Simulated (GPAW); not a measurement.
## benzene-1,4-diselenol between two Cu chains: relaxation, then transmission at several levels

How well does benzene-1,4-diselenol between two Cu chains conduct once its atoms have relaxed, and how much do cheaper levels lose?

Method: GPAW LCAO, PAW setups; relaxation of the junction within the symmetry of its start, lead ends held, in the first sound run; inputs show where later runs differ, in GPAW 26.7.0.

This is a report of a sequence of runs, with most program output left out.

## Step 1: The structure

The cell holds 24 atoms: 12 Cu, 2 Se, 6 C and 4 H. Cell: a = 10.803 Å, b = 11.266 Å, c = 33.170 Å, α = 90.0°, β = 90.0°, γ = 90.0°. Regions: left lead, 6 atoms (6 Cu); channel, 12 atoms (2 Se, 6 C and 4 H); right lead, 6 atoms (6 Cu). Vacuum lies along a and b. The structure is stacked along c, and the current runs across the ab planes.

## Step 2: Relaxation

Transmission follows bond lengths closely, so the atoms between the held lead ends are relaxed first, within whatever symmetry the start has.

Input file run.py:

```python
import json
from ase import Atoms
from ase.constraints import FixAtoms
from ase.optimize import BFGS
from gpaw import GPAW, FermiDirac

device = Atoms(
    ['Cu', 'Cu', 'Cu', 'Cu', 'Cu', 'Cu', 'Se', 'C', 'H', 'H', 'C', 'C', 'C', 'C', 'H', 'H', 'C', 'Se', 'Cu', 'Cu', 'Cu', 'Cu', 'Cu', 'Cu'],
    positions=[
        [5.40150, 5.63313, 1.15000],
        [5.40150, 5.63313, 3.45000],
        [5.40150, 5.63313, 5.75000],
        [5.40150, 5.63313, 8.05000],
        [5.40150, 5.63313, 10.35000],
        [5.40150, 5.63313, 12.65000],
        [5.40150, 3.25144, 13.26572],
        [5.40150, 3.25000, 15.18474],
        [3.25000, 3.25068, 15.34850],
        [7.55301, 3.25068, 15.34850],
        [4.18982, 3.25009, 15.88555],
        [6.61319, 3.25008, 15.88555],
        [4.18982, 3.25009, 17.28423],
        [6.61319, 3.25009, 17.28423],
        [3.25000, 3.25068, 17.82127],
        [7.55301, 3.25068, 17.82127],
        [5.40150, 3.25000, 17.98503],
        [5.40150, 3.25144, 19.90405],
        [5.40150, 5.63313, 20.51977],
        [5.40150, 5.63313, 22.81977],
        [5.40150, 5.63313, 25.11977],
        [5.40150, 5.63313, 27.41977],
        [5.40150, 5.63313, 29.71977],
        [5.40150, 5.63313, 32.01977]],
    cell=[[10.80301, 0.0, 0.0], [0.0, 11.26627, 0.0], [0.0, 0.0, 33.16977]],
    pbc=True)

device.set_constraint(FixAtoms([0, 1, 2, 3, 4, 19, 20, 21, 22, 23]))
device.calc = GPAW(mode='lcao', basis='dzp', xc='PBE', h=0.18,
                   kpts={'size': (1, 1, 3), 'gamma': True},
                   symmetry={'tolerance': 1e-3, 'extra_ids': [1, 1, 1, 1, 1, 0, 0, 0, 0, 0, 0, 0, 0, 0, 0, 0, 0, 0, 0, 1, 1, 1, 1, 1]},
                   occupations=FermiDirac(0.1), maxiter=250,
                   mixer=dict(beta=0.1, nmaxold=8, weight=100.0),
                   convergence=dict(density=0.0001), txt='relax.txt')
path = []
opt = BFGS(device, maxstep=0.15)
opt.attach(lambda: path.append((device.get_potential_energy(), device.positions.tolist(), device.get_forces().tolist())))
relaxed = bool(opt.run(fmax=0.05, steps=50))
json.dump(dict(relaxed=relaxed, path=path, positions=device.positions.tolist(), moments=device.get_magnetic_moments().tolist(),
               forces=device.get_forces(apply_constraint=False).tolist()), open('result.json', 'w'))
```

Command:

```bash
OMP_NUM_THREADS=1 OPENBLAS_NUM_THREADS=1 python run.py
```

It took 12 min on 1 thread of Arm Neoverse V2, shared host; peak memory 1.8 GiB.

Step by step (22 of 24):

```
step  energy less that of the first step (eV)  largest force (eV/Å)
   1                                   0.0000                1.1490
   2                                  -0.1085                1.0234
   3                                  -0.2456                0.6983
   4                                  -0.3147                0.5506
   5                                  -0.3247                0.2804
   6                                  -0.3310                0.1465
   8                                  -0.3396                0.1959
   9                                  -0.3459                0.2063
  10                                  -0.3498                0.1344
  11                                  -0.3557                0.1794
  12                                  -0.3598                0.2190
  13                                  -0.3635                0.1755
  14                                  -0.3669                0.0887
  15                                  -0.3682                0.0876
  16                                  -0.3694                0.1838
  17                                  -0.3714                0.2052
  19                                  -0.3799                0.0819
  20                                  -0.3804                0.0728
  21                                  -0.3770                0.2264
  22                                  -0.3813                0.0594
  23                                  -0.3816                0.0759
  24                                  -0.3825                0.0323
```

The atoms that moved most (Å):

```
atom      dx      dy      dz  length
Cu19   0.000  -0.279  -0.003   0.279
 Cu6   0.000  -0.279   0.003   0.279
 C14   0.010   0.097   0.002   0.098
 C13  -0.010   0.097   0.002   0.098
 C11  -0.010   0.097  -0.002   0.098
 C12   0.010   0.097  -0.002   0.098
  C8   0.000   0.094  -0.025   0.097
 C17   0.000   0.094   0.025   0.097
```

The relaxation lowered the energy of the cell by 0.383 eV (energies extrapolated to zero smearing; the optimiser's log prints free energies). The largest force left on a free atom is 0.032 eV/Å.

## Step 3: Double-zeta polarised basis

Localised orbitals split the wire into layers that couple to their neighbours alone, which is what the Green's function method needs; double zeta with polarisation is the usual level for numbers.

This step: GPAW LCAO, PAW setups; Landauer transmission from Green's functions with principal layers (ASE), zero bias (GPAW 26.7.0).

Input file run.py:

```python
import json
import numpy as np
from ase import Atoms
from ase.transport.calculators import TransportCalculator
from gpaw import GPAW, FermiDirac
from gpaw.lcao.tools import get_lcao_hamiltonian
from scipy.linalg import eigh

# The junction with lead layers at both ends, along the third cell vector
device = Atoms(
    ['Cu', 'Cu', 'Cu', 'Cu', 'Cu', 'Cu', 'Se', 'C', 'H', 'H', 'C', 'C', 'C', 'C', 'H', 'H', 'C', 'Se', 'Cu', 'Cu', 'Cu', 'Cu', 'Cu', 'Cu'],
    positions=[
        [5.40150, 5.63313, 1.15000],
        [5.40150, 5.63313, 3.45000],
        [5.40150, 5.63313, 5.75000],
        [5.40150, 5.63313, 8.05000],
        [5.40150, 5.63313, 10.35000],
        [5.40150, 5.35422, 12.65258],
        [5.40150, 3.16678, 13.23812],
        [5.40150, 3.34402, 15.15992],
        [3.22288, 3.32572, 15.32591],
        [7.58013, 3.32572, 15.32591],
        [4.17971, 3.34720, 15.88327],
        [6.62330, 3.34719, 15.88327],
        [4.17971, 3.34720, 17.28651],
        [6.62330, 3.34720, 17.28651],
        [3.22288, 3.32572, 17.84386],
        [7.58013, 3.32572, 17.84386],
        [5.40150, 3.34402, 18.00985],
        [5.40150, 3.16678, 19.93165],
        [5.40150, 5.35422, 20.51719],
        [5.40150, 5.63313, 22.81977],
        [5.40150, 5.63313, 25.11977],
        [5.40150, 5.63313, 27.41977],
        [5.40150, 5.63313, 29.71977],
        [5.40150, 5.63313, 32.01977]],
    cell=[[10.80301, 0.0, 0.0], [0.0, 11.26627, 0.0], [0.0, 0.0, 33.16977]],
    pbc=True)

# One principal layer of the lead: the first 3 atoms of the device
lead = Atoms(
    ['Cu', 'Cu', 'Cu'],
    positions=[
        [5.40150, 5.63313, 1.15000],
        [5.40150, 5.63313, 3.45000],
        [5.40150, 5.63313, 5.75000]],
    cell=[[10.80301, 0.0, 0.0], [0.0, 11.26627, 0.0], [0.0, 0.0, 6.9]],
    pbc=True)

settings = dict(mode='lcao', basis='dzp', xc='PBE', h=0.2,
                occupations=FermiDirac(0.1), maxiter=250,
                mixer=dict(beta=0.1, nmaxold=8, weight=100.0),
                convergence=dict(density=0.0001))
energies = np.arange(-2, 2 + 1e-9, 0.025)
eta = 0.0001
n1, n2 = 1, 1
# k and -k transmit alike, so half of the mesh across the current serves
mesh = [(i, j) for i in range(n1) for j in range(n2) if (i, j) <= (-i % n1, -j % n2)]
weights = np.array([1 if (i, j) == (-i % n1, -j % n2) else 2 for i, j in mesh]) / (n1 * n2)

# [... helper functions left out ...]
fermi_lead = ground_state(lead, (1, 1, 16), 'lead.txt')
fermi_device = ground_state(device, (1, 1, 3), 'device.txt')
# [... loop over the mesh left out, but for ...]
        # Shift the lead onto the potential of the device's first layer
        shift = ((H[:, 0, 0] - H0[:, 0, 0]) / S0[0, 0]).real.mean()
# [...]
kT = 8.617333e-5 * 300
bias = [0.1, 0.2, 0.5, 1.0, 1.5, 2.0]
# [... integrals and printing left out ...]
```

Run time: 69 s. Hardware: 1 thread; peak memory 1.5 GiB.

This step gave:

```
conductance                                    : 0.3294 G₀
largest coupling past the next principal layer : 4.59e-5 eV
largest misfit of the first principal layer    : 0.01475 eV
shift that aligns the lead                     : 0.004967 eV
basis functions of the junction                : 304
basis functions of a principal layer           : 45
transmission at the Fermi level (one spin)     : 0.3302
```

One spin. Table of transmission, zone mean by energy, zero at the Fermi level:

```
energy (eV)  transmission, zone mean
     -2.000                   0.0374
     -1.900                  0.00227
     -1.800                    0.344
     -1.750                    0.947
     -1.700                    0.363
     -1.600                   0.0759
     -1.500                  0.00252
     -1.400                    0.414
     -1.350                    0.992
     -1.300                    0.689
     -1.200                    0.380
     -1.100                    0.312
     -1.000                    0.286
     -0.900                    0.275
     -0.800                    0.263
     -0.700                    0.253
     -0.600                    0.257
     -0.500                    0.463
     -0.400                     1.18
     -0.350                     1.24
     -0.300                    0.802
     -0.200                    0.310
     -0.100                    0.333
      0.000                    0.330
      0.100                    0.322
      0.200                    0.306
      0.300                    0.285
      0.400                    0.258
      0.500                    0.230
      0.600                    0.200
      0.700                    0.172
      0.800                    0.146
      0.900                    0.122
      1.000                    0.101
      1.100                   0.0825
      1.200                   0.0668
      1.300                   0.0534
      1.400                   0.0422
      1.500                   0.0329
      1.600                   0.0254
      1.700                   0.0195
      1.800                   0.0148
      1.900                   0.0112
      2.000                  0.00856
```

Not self-consistent under bias; the bias window is split evenly. Table of current through one cell, from the zero-bias transmission by bias:

```
bias (V)  current through one cell, from the zero-bias transmission (μA)
   0.100                                                            2.55
   0.200                                                            5.08
   0.500                                                            12.9
   1.000                                                            35.5
   1.500                                                            45.3
   2.000                                                            53.0
```

Transmission of the three most open eigenchannels against energy, zero at the Fermi level:

```
energy (eV)  channel 1  channel 2  channel 3
     -2.000     0.0374          0          0
     -1.900    0.00227          0          0
     -1.800      0.344    7.7e-12          0
     -1.700      0.361    0.00148     2.5e-4
     -1.600     0.0750     8.8e-4     2.4e-5
     -1.500    0.00217     3.4e-4     1.3e-5
     -1.400      0.413     5.5e-4     1.7e-5
     -1.300      0.689     2.1e-4     2.9e-5
     -1.200      0.380     1.5e-4     5.3e-5
     -1.100      0.312     1.0e-4     9.1e-5
     -1.000      0.286     2.1e-4     5.5e-5
     -0.900      0.274     4.8e-4     3.4e-5
     -0.800      0.262    0.00128     2.1e-5
     -0.700      0.249    0.00408     1.3e-5
     -0.600      0.238     0.0191     9.2e-6
     -0.500      0.232      0.231     4.9e-6
     -0.400      0.944      0.240     3.4e-6
     -0.300      0.540      0.261     2.4e-6
     -0.200      0.273     0.0362     1.1e-6
     -0.100      0.333    1.2e-11          0
      0.000      0.330          0          0
      0.100      0.322          0          0
      0.200      0.306          0          0
      0.300      0.285          0          0
      0.400      0.258          0          0
      0.500      0.230          0          0
      0.600      0.200          0          0
      0.700      0.172          0          0
      0.800      0.146          0          0
      0.900      0.122          0          0
      1.000      0.101          0          0
      1.100     0.0825          0          0
      1.200     0.0668          0          0
      1.300     0.0534          0          0
      1.400     0.0422          0          0
      1.500     0.0329          0          0
      1.600     0.0254          0          0
      1.700     0.0195          0          0
      1.800     0.0148          0          0
      1.900     0.0112          0          0
      2.000    0.00856          0          0
```

Couplings past the next layer reach 4.6e-5 eV, small enough to drop; the matrix elements of the cell's first layer differ from the bulk lead's by up to 0.015 eV. That layer keeps its own values in the calculation, and only beyond it is the lead taken as perfect. The Fermi levels of lead and junction count from different zeros of potential, one for each periodic cell; with both set to zero, the small remaining shift is what aligns them. By hand: G = 0.3294 × 77.48 μS = 25.5 μS, a resistance of 39.2 kΩ; at 0.1 V a linear junction would pass 2.55 μA, and the integral over the bias window gives 2.55 μA.

## Step 4: GPAW, szp: basis = "szp(dzp)"

One radial function a shell plus polarisation makes the matrices smaller; the question is what that costs.

Edit run.py of step 3 so:

```diff
@@ -49,3 +49,3 @@
 
-settings = dict(mode='lcao', basis='dzp', xc='PBE', h=0.2,
+settings = dict(mode='lcao', basis='szp(dzp)', xc='PBE', h=0.2,
                 occupations=FermiDirac(0.1), maxiter=250,
```

Elapsed: 58 s, on 1 thread; peak memory 1.5 GiB.

This step gave:

| Item | Value |
| --- | --- |
| conductance | 0.2803 G₀ |
| largest coupling past the next principal layer | 4.61e-5 eV |
| largest misfit of the first principal layer | 0.01985 eV |
| shift that aligns the lead | 0.002477 eV |
| basis functions of the junction | 196 |
| basis functions of a principal layer | 27 |
| transmission at the Fermi level (one spin) | 0.2807 |

One spin. Table of transmission, zone mean by energy, zero at the Fermi level:

```
energy (eV)  transmission, zone mean
     -2.000                   3.6e-5
     -1.875                    0.688
     -1.800                   0.0983
     -1.600                  0.00872
     -1.425                    0.911
     -1.400                    0.580
     -1.200                    0.157
     -1.000                    0.171
     -0.800                    0.171
     -0.600                    0.166
     -0.400                     1.16
     -0.325                     1.18
     -0.200                    0.334
      0.000                    0.281
      0.200                    0.256
      0.400                    0.219
      0.600                    0.181
      0.800                    0.148
      1.000                    0.121
      1.200                   0.0989
      1.400                   0.0811
      1.600                   0.0672
      1.800                   0.0576
      2.000                   0.0532
```

Not self-consistent under bias; the bias window is split evenly. The current through one cell, from the zero-bias transmission by bias:

```
bias (V)  current through one cell, from the zero-bias transmission (μA)
   0.100                                                            2.17
   0.200                                                            4.33
   0.500                                                            11.9
   1.000                                                            32.8
   1.500                                                            40.0
   2.000                                                            46.0
```

Table of transmission of the three most open eigenchannels by energy, zero at the Fermi level:

```
energy (eV)  channel 1  channel 2  channel 3
     -2.000     3.6e-5          0          0
     -1.900      0.670          0          0
     -1.800     0.0983     3.1e-9          0
     -1.700     0.0351     7.5e-5     2.3e-6
     -1.600    0.00868     4.4e-5     1.4e-6
     -1.500      0.101     2.6e-4     3.0e-6
     -1.400      0.580     4.7e-5     7.0e-6
     -1.300      0.175     2.3e-5     1.5e-5
     -1.200      0.157     2.7e-5     1.7e-5
     -1.100      0.158     5.2e-5     1.0e-5
     -1.000      0.170     1.1e-4     6.7e-6
     -0.900      0.177     2.7e-4     4.4e-6
     -0.800      0.171     7.6e-4     2.9e-6
     -0.700      0.160    0.00254     2.2e-6
     -0.600      0.155     0.0113     1.4e-6
     -0.500      0.159      0.101     1.4e-6
     -0.400      0.992      0.172     2.9e-7
     -0.300      0.936      0.197     1.7e-7
     -0.200      0.215      0.119     6.7e-8
     -0.100      0.291     1.5e-9          0
      0.000      0.281          0          0
      0.100      0.270          0          0
      0.200      0.256          0          0
      0.300      0.238          0          0
      0.400      0.219          0          0
      0.500      0.200          0          0
      0.600      0.181          0          0
      0.700      0.164          0          0
      0.800      0.148          0          0
      0.900      0.134          0          0
      1.000      0.121          0          0
      1.100      0.109          0          0
      1.200     0.0989          0          0
      1.300     0.0895          0          0
      1.400     0.0811          0          0
      1.500     0.0737          0          0
      1.600     0.0672          0          0
      1.700     0.0618          0          0
      1.800     0.0576          0          0
      1.900     0.0546          0          0
      2.000     0.0532          0          0
```

The conductance, 0.280 G₀, lies 15 % below that of the dzp run.

## Step 5: Minimal basis

One function for each valence shell of the setup, as for a first survey of a large system.

Edit run.py of step 4 so:

```diff
@@ -49,3 +49,3 @@
 
-settings = dict(mode='lcao', basis='szp(dzp)', xc='PBE', h=0.2,
+settings = dict(mode='lcao', basis='sz(dzp)', xc='PBE', h=0.2,
                 occupations=FermiDirac(0.1), maxiter=250,
```

Elapsed: 46 s, on 1 thread; peak memory 1.4 GiB.

This step gave:

```
conductance                                    : 0.2349 G₀
largest coupling past the next principal layer : 4.64e-5 eV
largest misfit of the first principal layer    : 0.01659 eV
shift that aligns the lead                     : -0.001860 eV
basis functions of the junction                : 108
basis functions of a principal layer           : 18
transmission at the Fermi level (one spin)     : 0.2347
```

The conductance, 0.235 G₀, lies 29 % below that of the dzp run.

## Step 6: RPBE in the dzp basis: xc = "RPBE"

Back in the dzp basis, the functional changes from PBE to RPBE, to set the spread between functionals beside that between bases.

Edit run.py of step 5 so:

```diff
@@ -49,3 +49,3 @@
 
-settings = dict(mode='lcao', basis='sz(dzp)', xc='PBE', h=0.2,
+settings = dict(mode='lcao', basis='dzp', xc='RPBE', h=0.2,
                 occupations=FermiDirac(0.1), maxiter=250,
```

Run time: 71 s. Hardware: 1 thread; peak memory 1.5 GiB.

This step gave:

| Property | Result |
| --- | --- |
| conductance | 0.3162 G₀ |
| largest coupling past the next principal layer | 5.01e-5 eV |
| largest misfit of the first principal layer | 0.01411 eV |
| shift that aligns the lead | 0.005834 eV |
| basis functions of the junction | 304 |
| basis functions of a principal layer | 45 |
| transmission at the Fermi level (one spin) | 0.3169 |

The conductance, 0.316 G₀, lies 4.0 % below that of the dzp run.

(Continued in part 2 of 2.)

[Logs are printed without paths, hosts, clocks, repeated set-up lines and the standing remarks that a program may print on its own settings, such as how far it seeks lower states.]

[Hosts, paths, dates, database ids (printed as entryN), source tags and the programs' standing remarks are cut or masked in the printed files.]
